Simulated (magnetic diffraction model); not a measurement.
# Solving a magnetic structure from powder neutron data: YbMgCr₂

Space group Cmcm (no. 63), a = 4.1550 Å, b = 10.0250 Å, c = 7.2620 Å.

```
site  atom    x       y       z
  4c    Yb  1/2  0.4324     1/4
  8f    Cr    0  0.3554  0.9430
  4c    Mg    0  0.2189     1/4
```

This is a made-up structure (elements placed in a structure type, unrelaxed), so the numbers test the method and describe no known phase.

Only Yb is taken to order (form factors of Yb3+); orders and moment sizes are assumed, and not adapted to the symmetry. Radiation: neutrons of λ = 1.8 Å, 3° to 60°; isotropic B of 0.6 Å² (Yb), 0.86 Å² (Cr) and 0.83 Å² (Mg). The intensities are simulated: I ∝ L Σ (|F_N|² + |F_M⊥|²) for unpolarised neutrons, with F_M = 2.695 fm/μB × Σ f(s) S exp(2πi Q·r) exp(−B s²) at Q = H ± k (one set where k and −k are equivalent), only the part normal to Q counting and L = 1/(sin²θ cos θ). For collinear order S is the moment m, which repeats by lattice and centring translations R with the sign exp(−2πi k·R). Form factors are spin-only for 3d ions and dipole or tabulated for f ions, scattering lengths are Sears's of 1992, and absorption is left out. A label names one of the reflections at its angle. The strongest nuclear line in the range is 100, and lines under 0.2 are left out.

Above the ordering temperature:

| 2θ (°) | index | I |
| --- | --- | --- |
| 20.69 | (0 2 0) | 0.8 |
| 25.20 | (0 2 1) | 10.8 |
| 27.12 | (1 1 0) | 25.2 |
| 28.70 | (0 0 2) | 27.3 |
| 30.76 | (1 1 1) | 2.2 |
| 35.65 | (0 2 2) | 5.0 |
| 39.90 | (1 1 2) | 94.6 |
| 40.44 | (1 3 0) | 9.9 |
| 42.09 | (0 4 0) | 1.5 |
| 43.08 | (1 3 1) | 100.0 |
| 44.65 | (0 4 1) | 46.4 |
| 48.77 | (0 2 3) | 23.9 |
| 50.34 | (1 3 2) | 4.5 |
| 51.34 | (2 0 0) | 37.5 |
| 51.74 | (0 4 2) | 5.7 |
| 52.15 | (1 1 3) | 6.0 |
| 55.93 | (2 2 0) | 0.3 |
| 58.03 | (2 2 1) | 4.7 |
| 59.44 | (0 0 4) | 16.4 |
| 59.88 | (2 0 2) | 14.1 |

Below it (cell unchanged):

| 2θ (°) | I |
| --- | --- |
| 20.69 | 2.3 |
| 25.20 | 18.3 |
| 27.12 | 41.8 |
| 28.70 | 39.2 |
| 30.76 | 7.8 |
| 35.65 | 9.5 |
| 39.90 | 111.2 |
| 40.44 | 10.3 |
| 42.09 | 1.5 |
| 43.08 | 108.5 |
| 44.65 | 48.4 |
| 48.77 | 27.2 |
| 50.34 | 5.2 |
| 51.34 | 40.1 |
| 51.74 | 5.8 |
| 52.15 | 7.9 |
| 55.93 | 1.9 |
| 58.03 | 8.7 |
| 59.44 | 18.6 |
| 59.79 | 0.4 |
| 59.88 | 17.9 |

**Question.** Find the propagation vector, then choose among these models:
A. collinear moments along [101], 3.2 μB on Yb; signs + at (1/2, 0.4324, 1/4), − at (0, 0.0676, 3/4)
B. collinear moments along [101], 3.2 μB on Yb; signs + at (1/2, 0.4324, 1/4), + at (0, 0.0676, 3/4)
C. collinear moments along [110], 3.2 μB on Yb; signs + at (1/2, 0.4324, 1/4), + at (0, 0.0676, 3/4)
D. collinear moments along [110], 3.2 μB on Yb; signs + at (1/2, 0.4324, 1/4), − at (0, 0.0676, 3/4)

No line moves, and magnetic intensity falls on nuclear lines such as the one at 27.12°, so the magnetic cell equals the chemical primitive cell: k = 0.

Magnetic intensity, observed (below minus above) and for each model:

| 2θ (°) | index | observed | A | B | C | D |
| --- | --- | --- | --- | --- | --- | --- |
| 14.24 | (0 0 1) | <0.2 | 12.7 | <0.2 | <0.2 | 51.5 |
| 20.69 | (0 2 0) | 1.5 | 13.4 | 10.4 | 1.5 | 2.0 |
| 27.12 | (1 1 0) | 16.6 | 3.6 | 17.5 | 16.6 | 3.4 |
| 28.70 | (0 0 2) | 11.8 | <0.2 | 2.9 | 11.8 | <0.2 |
| 30.76 | (1 1 1) | 5.5 | 22.6 | 4.6 | 5.5 | 27.1 |
| 39.90 | (1 1 2) | 16.6 | 1.9 | 9.5 | 16.6 | 3.4 |
| 40.44 | (1 3 0) | 0.4 | 9.1 | 0.8 | 0.4 | 4.3 |
| 43.08 | (1 3 1) | 8.5 | 1.3 | 14.4 | 8.5 | 0.8 |

Model C matches.

The absence at (0 0 1) is telling: the sublattices cancel there.

The structure used: k = (0 0 0), collinear moments along [110], 3.2 μB on Yb; signs + at (1/2, 0.4324, 1/4), + at (0, 0.0676, 3/4).

[Logs are printed without paths, hosts, clocks, repeated set-up lines and the standing remarks that a program may print on its own settings, such as how far it seeks lower states.]
